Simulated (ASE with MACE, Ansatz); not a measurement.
## Site preference of Cu in place of Al in Σ9 (221)[1-10] symmetric tilt boundary in Al (64 atoms)

At which site of Σ9 (221)[1-10] symmetric tilt boundary in Al (64 atoms) does Cu in place of Al cost least, and what about the site decides it?

Main program and level: Ansatz 0.2.0; Kohn-Sham DFT, PBE, PAW (set soft_2), plane waves.

**1. The structure**

The cell holds 64 atoms: 64 Al. Cell: a = 5.713 Å, b = 8.570 Å, c = 22.205 Å, α = 90.0°, β = 90.0°, γ = 90.0°. It derives from Al. Two grains of Al, one the mirror image of the other in the boundary plane, two boundaries a cell; of 6 trial joints (lateral shifts, openings, close atoms taken out) the lowest after a short relaxation with the MACE-MP-0b2 potential was kept (shift [0.5, 0.5] of the surface cell, opening 1.00 Å, one of each pair under 2.00 Å removed), then its atoms and the cell's length along the normal were relaxed with that potential. Lattice constants are starting values near those of PBE. Regions: lower grain, 32 atoms (32 Al); upper grain, 32 atoms (32 Al).

Limits known from the start: The cell is under 6 Å thick along one periodic direction, so every atom has periodic images of itself close by, which move with it and show among its neighbours and in g(r).

**2. Single point at the start**

A single point comes first, to see the forces before anything moves.

input.yaml

```yaml
crystal:
  lattice:
    - [5.71342, 0.0, 0.0]
    - [0.0, 8.57013, 0.0]
    - [0.0, 0.0, 22.20475]
  atoms:
    - { symbol: Al, position: [0.0, 0.56081, 0.00302] }
    - { symbol: Al, position: [0.25, 0.82514, 0.03223] }
    - { symbol: Al, position: [0.0, 0.11657, 0.0594] }
    - { symbol: Al, position: [0.25, 0.38694, 0.08878] }
    - { symbol: Al, position: [0.0, 0.66608, 0.12447] }
    - { symbol: Al, position: [0.25, 0.94549, 0.15111] }
    - { symbol: Al, position: [0.0, 0.22227, 0.18232] }
    - { symbol: Al, position: [0.25, 0.49853, 0.21161] }
    - { symbol: Al, position: [0.0, 0.77924, 0.24316] }
    - { symbol: Al, position: [0.25, 0.05552, 0.27246] }
    - { symbol: Al, position: [0.0, 0.33227, 0.30367] }
    - { symbol: Al, position: [0.25, 0.61169, 0.33035] }
    - { symbol: Al, position: [0.0, 0.89081, 0.36601] }
    - { symbol: Al, position: [0.25, 0.1612, 0.39547] }
    - { symbol: Al, position: [0.0, 0.45269, 0.42258] }
    - { symbol: Al, position: [0.25, 0.71698, 0.45187] }
    - { symbol: Al, position: [0.25, 0.06081, 0.95188] }
    - { symbol: Al, position: [0.5, 0.32514, 0.92267] }
    - { symbol: Al, position: [0.25, 0.61657, 0.8955] }
    - { symbol: Al, position: [0.5, 0.88694, 0.86612] }
    - { symbol: Al, position: [0.25, 0.16608, 0.83043] }
    - { symbol: Al, position: [0.5, 0.44549, 0.80379] }
    - { symbol: Al, position: [0.25, 0.72227, 0.77258] }
    - { symbol: Al, position: [0.5, 0.99853, 0.74329] }
    - { symbol: Al, position: [0.25, 0.27924, 0.71174] }
    - { symbol: Al, position: [0.5, 0.55552, 0.68244] }
    - { symbol: Al, position: [0.25, 0.83227, 0.65123] }
    - { symbol: Al, position: [0.5, 0.11169, 0.62455] }
    - { symbol: Al, position: [0.25, 0.39081, 0.58889] }
    - { symbol: Al, position: [0.5, 0.6612, 0.55943] }
    - { symbol: Al, position: [0.25, 0.95269, 0.53232] }
    - { symbol: Al, position: [0.5, 0.21698, 0.50303] }
    - { symbol: Al, position: [0.5, 0.56081, 0.00302] }
    - { symbol: Al, position: [0.75, 0.82514, 0.03223] }
    - { symbol: Al, position: [0.5, 0.11657, 0.0594] }
    - { symbol: Al, position: [0.75, 0.38694, 0.08878] }
    - { symbol: Al, position: [0.5, 0.66608, 0.12447] }
    - { symbol: Al, position: [0.75, 0.94549, 0.15111] }
    - { symbol: Al, position: [0.5, 0.22227, 0.18232] }
    - { symbol: Al, position: [0.75, 0.49853, 0.21161] }
    - { symbol: Al, position: [0.5, 0.77924, 0.24316] }
    - { symbol: Al, position: [0.75, 0.05552, 0.27246] }
    - { symbol: Al, position: [0.5, 0.33227, 0.30367] }
    - { symbol: Al, position: [0.75, 0.61169, 0.33035] }
    - { symbol: Al, position: [0.5, 0.89081, 0.36601] }
    - { symbol: Al, position: [0.75, 0.1612, 0.39547] }
    - { symbol: Al, position: [0.5, 0.45269, 0.42258] }
    - { symbol: Al, position: [0.75, 0.71698, 0.45187] }
    - { symbol: Al, position: [0.75, 0.06081, 0.95188] }
    - { symbol: Al, position: [0.0, 0.32514, 0.92267] }
    - { symbol: Al, position: [0.75, 0.61657, 0.8955] }
    - { symbol: Al, position: [0.0, 0.88694, 0.86612] }
    - { symbol: Al, position: [0.75, 0.16608, 0.83043] }
    - { symbol: Al, position: [0.0, 0.44549, 0.80379] }
    - { symbol: Al, position: [0.75, 0.72227, 0.77258] }
    - { symbol: Al, position: [0.0, 0.99853, 0.74329] }
    - { symbol: Al, position: [0.75, 0.27924, 0.71174] }
    - { symbol: Al, position: [0.0, 0.55552, 0.68244] }
    - { symbol: Al, position: [0.75, 0.83227, 0.65123] }
    - { symbol: Al, position: [0.0, 0.11169, 0.62455] }
    - { symbol: Al, position: [0.75, 0.39081, 0.58889] }
    - { symbol: Al, position: [0.0, 0.6612, 0.55943] }
    - { symbol: Al, position: [0.75, 0.95269, 0.53232] }
    - { symbol: Al, position: [0.0, 0.21698, 0.50303] }
kpoints:
  mp_grid: { grid: [3, 2, 1] }
hamiltonian:
  xc: pbe
scf:
  occupations: { method: fermi_dirac, width: 0.1 }
output:
  forces: true
```

Started as:

```console
ansatz run input.yaml --threads 4 --pin off --max-ram 8192MiB --backend cpu --events-out ev --progress --plain --runs-dir out
```

Numbers of over 12 decimals in the logs are rounded to 6 here.

What it wrote:

```text
[...]
Pseudopotentials: kind: paw
Pseudopotential: Al, paw, valence charge 3, recommended cutoff 420 eV (normal), Al.paw.azcp
[... 5 lines on functional and potentials left out ...]
Crystal: 64 atoms, lattice volume = 1087.250 Å³
Basis set: ecut = 420 eV, 21237 PW (Γ), exchange–correlation on 80×120×300 points (8 copies of the dense FFT grid, shifted against one another)
Bands: 160, of which v1, the nominal top of the filled ones, is band 96 counted from 1 (95 counted from 0)
Symmetry: 8 space group operations
Space group: Pmn21 (ITA 31), of the structure as read, at distance tolerance 1.0e-4 Å
k-points: 4 of 6
[... 3 lines on functional and potentials left out ...]
Initial density: superposition of atomic densities (neutral atoms: chi_scale 0, normalization atom), corrected by the library's trained network
Initial wavefunctions: pseudopotential atomic-orbital guess
[...]
SCF iter   1: F=—  HF=-34399.187117 eV  |F-HF|=—  |Δ(HF+E_count)|=         —  Δρ=1.62e-3  dr2=2.15e-1  ethr=1.77e-3  ⟨swp⟩=7.0  Hψ=3209  notcnv=0  defer=20
preconditioner: auto → Kerker (q_TF=auto, 2.044 Å⁻¹)  [metal: Δε(μ)=0.050 eV  Ē_g=6.632 eV  σ=0.100 eV  W_gap=0.12  n_scr=160 (ndim 8)  ℏωp=15.6 eV  f_vac=0.000  D(μ)=26.70/eV (n_scr^D=160)]
[...]
SCF iter   5: F=—  HF=-34399.168881 eV  |F-HF|=—  |Δ(HF+E_count)|=   1.70e-3  Δρ=7.49e-6  dr2=9.85e-7  ethr=1.12e-8  ⟨swp⟩=2.0  Hψ=947  notcnv=0  defer=24
SCF iter   6: F=-34399.168881 eV  HF=-34399.168881 eV  |F-HF|=2.21e-8  |Δ(HF+E_count)|=   1.24e-8  Δρ=1.48e-6  dr2=4.95e-8  ethr=5.21e-11  ⟨swp⟩=4.0  Hψ=1691  notcnv=0
SCF 1 converged in 6 iterations: F = -34399.168881 eV  dr2 = 4.95e-8
[...]
SCF converged after 6 iterations
Free energy (F): -34399.168881 eV
Harris-Foulkes:  -34399.168881 eV  (|F-HF|=2.21e-8)
Internal energy: -34398.289432 eV  (E = F + TS)
E sigma→0 (E₀):  -34398.729156 eV
Entropy (-TS):   -0.879449 eV (-13.741 meV/atom)
Fermi energy:    7.656414 eV
--- Per-component energies (eV) ---
[...]
Σ components = -34399.168881   (vs F -34399.168881, Δ=0.00e0)
--- Forces (eV/Å), atoms counted from 1 ---
  atom   1  Al     0.00000000    -0.13270325     0.07850799
  atom   2  Al     0.00000000     0.17903965    -0.02096364
  atom   3  Al     0.00000000    -0.04516780    -0.03285743
  atom   4  Al     0.00000000    -0.01584331    -0.05172278
[...]
atom  64  Al     0.00000000     0.13661574     0.07825215
  max |Σ_I F_I| component: 6.56e-6 eV/Å
```

Run time: 21 s. Hardware: 4 threads of Arm Neoverse V2, shared host; peak memory 2.8 GiB.

The r.m.s. force at the start is 0.074 eV/Å.

**3. Relaxation**

The atoms are relaxed in the fixed cell, aiming at the force tolerance of the input.

input.yaml

```yaml
crystal:
  lattice:
    - [5.71342, 0.0, 0.0]
    - [0.0, 8.57013, 0.0]
    - [0.0, 0.0, 22.20475]
  atoms:
    [... the 64 atom lines of step 2 ...]
kpoints:
  mp_grid: { grid: [3, 2, 1] }
hamiltonian:
  xc: pbe
scf:
  occupations: { method: fermi_dirac, width: 0.1 }
output:
  forces: true
relax:
  f_tol: 0.05
  max_steps: 150
```

What it wrote:

```text
[...]
Crystal: 64 atoms, lattice volume = 1087.250 Å³
Basis set: ecut = 420 eV, 21237 PW (Γ), exchange–correlation on 80×120×300 points (8 copies of the dense FFT grid, shifted against one another)
Bands: 160, of which v1, the nominal top of the filled ones, is band 96 counted from 1 (95 counted from 0)
Symmetry: 8 space group operations
[...]
k-points: 4 of 6
[...]
SCF iter   1: F=—  HF=-34399.187121 eV  |F-HF|=—  |Δ(HF+E_count)|=         —  Δρ=1.62e-3  dr2=2.15e-1  ethr=1.77e-3  ⟨swp⟩=6.8  Hψ=3209  notcnv=0  defer=20
[...]
SCF iter   6: F=-34399.168881 eV  HF=-34399.168881 eV  |F-HF|=2.03e-8  |Δ(HF+E_count)|=   3.77e-9  Δρ=1.45e-6  dr2=4.91e-8  ethr=4.32e-10  ⟨swp⟩=1.0  Hψ=1648  notcnv=0
SCF 1 converged in 6 iterations: F = -34399.168881 eV  dr2 = 4.91e-8
[...]
relax step   1: F+E_penalty+E_count = -34399.16888067 eV  Δ(F+E_penalty+E_count) = +0.000e0 eV  max|allowed force component| = 1.833e-1 eV/Å  Δτ_max = 0.0000 Å  (6 SCF iters, dr2 threshold 6.25e-5 eV, accepted)
[...]
relax step   2: F+E_penalty+E_count = -34399.27358242 eV  Δ(F+E_penalty+E_count) = -1.047e-1 eV  max|allowed force component| = 6.701e-2 eV/Å  Δτ_max = 0.0473 Å  (6 SCF iters, accepted)
[...]
relax step   3: F+E_penalty+E_count = -34399.29058274 eV  Δ(F+E_penalty+E_count) = -1.700e-2 eV  max|allowed force component| = 1.063e-2 eV/Å  Δτ_max = 0.0274 Å  (5 SCF iters, accepted)
SCF converged after 5 iterations
Free energy (F): -34399.290583 eV
[...]
Internal energy: -34398.422154 eV  (E = F + TS)
E sigma→0 (E₀):  -34398.856368 eV
Entropy (-TS):   -0.868429 eV (-13.569 meV/atom)
Fermi energy:    7.655971 eV
[...]
--- Forces (eV/Å), atoms counted from 1 ---
  atom   1  Al     0.00000000    -0.00826085     0.01058491
  atom   2  Al    -0.00000000    -0.00416516    -0.00275082
  atom   3  Al     0.00000000     0.00196958    -0.00358707
  atom   4  Al     0.00000000     0.00358612     0.00872566
  atom   5  Al    -0.00000000    -0.00089186     0.00242134
  atom   6  Al     0.00000000    -0.00171156     0.00412532
  atom   7  Al     0.00000000     0.00106241     0.00569040
  atom   8  Al    -0.00000000     0.00203642    -0.00612344
  atom   9  Al    -0.00000000    -0.00200314     0.00613680
  atom  10  Al     0.00000000    -0.00102307    -0.00583059
  atom  11  Al     0.00000000     0.00178687    -0.00418658
  atom  12  Al    -0.00000000     0.00079166    -0.00270692
  atom  13  Al     0.00000000    -0.00337001    -0.00867049
  atom  14  Al     0.00000000    -0.00228191     0.00350774
[...]
atom  63  Al     0.00000000     0.00421035    -0.00271169
  atom  64  Al     0.00000000     0.00826735     0.01062811
  max |Σ_I F_I| component: 1.28e-5 eV/Å
--- Relaxed structure (3 steps of the walk, 3 accepted, 0 SCFs on fresh bases) ---
  F+E_penalty+E_count = -34399.29058274 eV   max|allowed force component| = 1.063e-2 eV/Å
  atoms:
    - { symbol: Al, position: [0, 0.555508, 0.00544079] }
    - { symbol: Al, position: [0.25, 0.826149, 0.031315] }
    - { symbol: Al, position: [0, 0.114272, 0.056888] }
    - { symbol: Al, position: [0.25, 0.382176, 0.089222] }
[...]
- { symbol: Al, position: [0, 0.222268, 0.505439] }
```

Run time: 57 s. Hardware: 4 threads; peak memory 2.8 GiB; 3 min of CPU time.

The relaxation converged after 3 steps, 0.122 eV below its start, with a largest force component of 0.011 eV/Å.

**4. Single point at the relaxed geometry**

The electronic structure is read at the final geometry, in a run of its own.

input.yaml

```yaml
crystal:
  lattice:
    - [5.71342, 0.0, 0.0]
    - [0.0, 8.57013, 0.0]
    - [0.0, 0.0, 22.20475]
  atoms:
    - { symbol: Al, position: [1.0, 0.55551, 0.00544] }
    - { symbol: Al, position: [0.25, 0.82615, 0.03132] }
    - { symbol: Al, position: [0.0, 0.11427, 0.05689] }
    - { symbol: Al, position: [0.25, 0.38218, 0.08922] }
    - { symbol: Al, position: [0.0, 0.66346, 0.12378] }
    - { symbol: Al, position: [0.25, 0.94536, 0.14911] }
    [... 52 atom lines left out ...]
    - { symbol: Al, position: [0.75, 0.83242, 0.64911] }
    - { symbol: Al, position: [1.0, 0.11432, 0.62378] }
    - { symbol: Al, position: [0.75, 0.3956, 0.58922] }
    - { symbol: Al, position: [1.0, 0.66352, 0.55689] }
    - { symbol: Al, position: [0.75, 0.95163, 0.53131] }
    - { symbol: Al, position: [0.0, 0.22227, 0.50544] }
kpoints:
  mp_grid: { grid: [3, 2, 1] }
hamiltonian:
  xc: pbe
scf:
  occupations: { method: fermi_dirac, width: 0.1 }
output:
  forces: true
  stress: true
  populations: true
  dos:
    method: { smearing: { sigma: 0.08 } }
    de: 0.1
    projected:
      site_lists:
        Al: [Al]
        lower_grain: [0, 1, 2, 3, 4, 5, 6, 7, 8, 9, 10, 11, 12, 13, 14, 15, 32, 33, 34, 35, 36, 37, 38, 39, 40, 41, 42, 43, 44, 45, 46, 47]
        upper_grain: [16, 17, 18, 19, 20, 21, 22, 23, 24, 25, 26, 27, 28, 29, 30, 31, 48, 49, 50, 51, 52, 53, 54, 55, 56, 57, 58, 59, 60, 61, 62, 63]
  eigenvalues: true
  write_density: true
  write_potential: true
  volumetric_format: npy
```

What it wrote:

```text
Warning: the atoms were moved onto the symmetric positions of the space group found under crystal.symmetry.tolerance 1.0e-5 (fractional; no operation is sought that the atoms, as they stand in a round, miss by more than twice it, and no atom is moved by as much as it), and the run uses the moved positions. [...]
[...]
Crystal: 64 atoms, lattice volume = 1087.250 Å³
Basis set: ecut = 420 eV, 21237 PW (Γ), exchange–correlation on 80×120×300 points (8 copies of the dense FFT grid, shifted against one another)
Bands: 160, of which v1, the nominal top of the filled ones, is band 96 counted from 1 (95 counted from 0)
Symmetry: 16 space group operations
[...]
k-points: 4 of 6
[...]
SCF iter   1: F=—  HF=-34399.305087 eV  |F-HF|=—  |Δ(HF+E_count)|=         —  Δρ=1.56e-3  dr2=1.61e-1  ethr=1.77e-3  ⟨swp⟩=7.0  Hψ=3196  notcnv=0  defer=18
[...]
SCF iter   6: F=-34399.290580 eV  HF=-34399.290580 eV  |F-HF|=1.20e-8  |Δ(HF+E_count)|=   1.35e-8  Δρ=1.09e-6  dr2=2.65e-8  ethr=5.21e-11  ⟨swp⟩=17.5  Hψ=4458  notcnv=0
SCF 1 converged in 6 iterations: F = -34399.290580 eV  dr2 = 2.65e-8
[...]
SCF converged after 6 iterations
Free energy (F): -34399.290580 eV
[...]
Internal energy: -34398.422176 eV  (E = F + TS)
E sigma→0 (E₀):  -34398.856378 eV
Entropy (-TS):   -0.868404 eV (-13.569 meV/atom)
Fermi energy:    7.655977 eV
[...]
--- Forces (eV/Å), atoms counted from 1 ---
  atom   1  Al     0.00000000    -0.00822225     0.01045039
  atom   2  Al     0.00000000    -0.00424615    -0.00298996
  atom   3  Al    -0.00000000     0.00231601    -0.00371448
  atom   4  Al    -0.00000000     0.00337610     0.00873867
  atom   5  Al    -0.00000000    -0.00109264     0.00265071
  atom   6  Al     0.00000000    -0.00156551     0.00452139
  atom   7  Al    -0.00000000     0.00098271     0.00563498
  atom   8  Al    -0.00000000     0.00201717    -0.00618211
  atom   9  Al     0.00000000    -0.00201717     0.00618211
  atom  10  Al     0.00000000    -0.00098271    -0.00563498
  atom  11  Al     0.00000000     0.00156551    -0.00452139
  atom  12  Al     0.00000000     0.00109264    -0.00265071
  atom  13  Al     0.00000000    -0.00337610    -0.00873867
  atom  14  Al    -0.00000000    -0.00231601     0.00371448
[...]
atom  63  Al     0.00000000     0.00424615    -0.00298996
  atom  64  Al     0.00000000     0.00822225     0.01045039
  max |Σ_I F_I| component: 1.91e-17 eV/Å
--- Stress (GPa, compression-positive) ---
        0.332639      -0.000000       0.000000
        0.000000       0.818768       0.000000
        0.000000       0.000000      -0.406119
  P = ⅓ Tr σ = 0.2484 GPa (2.484 kbar)
--- Band table (eV) ---
[...]
--- Löwdin populations: 64 sites ---
  site symbol       q [e]
     0     Al      3.0169
     1     Al      2.9418
     2     Al      2.9384
[...]
63     Al      3.0169
  spilling = 0.014119 (of n_electrons = 192.000000)
```

It took 28 s on 4 threads; peak memory 3.8 GiB; 1.8 min of CPU time.

The program notes that positions were snapped to a detected symmetry.

Read from the output:

```
free energy                             : -34399.2906 eV
free energy per atom                    : -537.4889 eV/atom
SCF cycles                              : 6
pressure                                : 0.2484 GPa
r.m.s. force component                  : 0.00417 eV/Å
longest force                           : 0.0133 eV/Å
Fermi energy                            : 7.656 eV
levels partly filled by over 2 per cent : 42
spilling of the projection              : 0.01412
```

[end of part 1 of 3]

[Logs are printed without paths, hosts, clocks, repeated set-up lines and the standing remarks that a program may print on its own settings, such as how far it seeks lower states.]

[Hosts, paths, dates, database ids (printed as entryN), source tags and the programs' standing remarks are cut or masked in the printed files.]
